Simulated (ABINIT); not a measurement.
# Calculated records

## Quasiparticle gap of BN (Qingsongite) in ABINIT

It takes space group F-43m (No. 216, cubic). The conventional cell has a = 3.615 Å, b = 3.615 Å, c = 3.615 Å, α = 90.00°, β = 90.00°, γ = 90.00°. Nearest to B lie 4 N at 1.57 Å. Nearest to N lie 4 B at 1.57 Å. Farther neighbours, and contacts between anions beyond the nearest, are not listed.

```yaml
method: RPA screening on PBE, plane waves, norm-conserving pseudopotentials (and 2 further levels or steps)
program: ABINIT 10.8.3
settings: cutoff 36 Ha, PseudoDojo scalar-relativistic 0.4.1 standard, norm-conserving, potential set dojo-sr-pbe-0.4.1-standard, ngkpt (6, 6, 6), nband 91, ecuteps 9.6 Ha, inclvkb 2, shiftk (0, 0, 0), symchi 1, awtr 1, frequency ppm, 6×6×6 k-mesh
cost: 5 runs, 21 s in all on 4 MPI ranks of Intel Xeon 6975P-C (Granite Rapids), shared host
notes: The cell and positions come from the Crystallography Open Database and are kept as given unless a step says otherwise. The 6×6×6 mesh is coarse for this cell, which bears on the long-range parts of exchange and screening.
pbe_gap: 4.54 eV, indirect
g0w0_gap_on_the_mesh: 6.04 eV
gw_settings: 6×6×6 mesh, 91 bands, screening to 261.2 eV, Godby-Needs plasmon pole
known_limits: short of the basis limit; coarse k mesh
```

G0W0 moves the gap on the mesh from 4.53 eV to 6.04 eV (+1.50 eV), with Z of 0.83 and 0.85 at the edges. Local fields lower the RPA ε∞ on this mesh from 4.74 to 4.39; a Γ-centred mesh this coarse tends to raise both, most where the direct gap is narrow, while a short band sum lowers them.

[Long decimals in the printed logs are rounded to 6 places.]

[Logs are printed without paths, hosts, clocks, repeated set-up lines and the standing remarks that a program may print on its own settings, such as how far it seeks lower states.]

[Paths, hosts, dates, memory and timing lines, banners, echoed tables and standing remarks are left out of the program output; an Ansatz launch command may be rebuilt from the run's recorded settings. Measured values are a selection of at most five: reports struck by readers or far from the other reports are left out. None is set beside runs whose start may be inverted or whose files or cutoffs have a known fault.]

[Runs of the session that timed out or met a known fault of the program may be left out.]

[Hosts, paths, dates, database ids (printed as entryN), source tags and the programs' standing remarks are cut or masked in the printed files.]

[G0W0 gaps are taken among the corrected bands and points alone; a level outside them can change the order at an edge.]

[Where Ansatz stands beside ABINIT at settings called matched, ABINIT's density can come from a denser mesh and the files from another edition; pairs whose starting gaps differed by over 0.03 eV were left out, so agreement reads better than it is.]
